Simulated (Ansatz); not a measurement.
# A thicker film of Mg2Ge (111) from two thinner ones

In a field along its normal an insulating film takes a dipole p. Written as a length, p/(ε₀AE), it should grow by 1 − 1/ε for each ångström added.

Set-up. Ansatz 0.2.0, plane waves with PAW datasets (its set soft_2), PBEsol; antifluorite films relaxed at a bulk in-plane lattice constant near the measured one, then held in weak fields of both signs with a dipole correction (A is the cell's area, E the outer field).

| run | distance between the outer atoms (Å) | p/(ε₀AE) (Å) |
| --- | --- | --- |
| 2 units | 5.120 | 8.084 |
| 3 units | 8.802 | 11.598 |
| 5 units | 16.143 | ? |

Q: Estimate the withheld value from the rows shown.

Two rows fix a line: slope = (11.598 − 8.084) / (8.802 − 5.120) = 0.9544, intercept 3.1974. That slope means ε = 1/(1 − 0.9544) = 21.93. At 16.143 it gives 0.9544 × 16.143 + 3.1974 = 18.604 Å, beyond the rows fitted. Rounding of the rows alone allows about ±0.005 Å there; two rows can't show whether the line holds.

The run itself gives 18.545 Å: a miss of −0.059 Å, or 0.3 % of the value. The length is met to within 1 %, though ε is more sensitive than the length: the two thickest films give ε = 18.63.

**Limits.** This is the electronic response alone. A unit is one step of the cut along the normal (a plane, a pair of planes or a cell), and the layers relax along it, away from their bulk spacing where the functional's lattice constant differs from the one held.
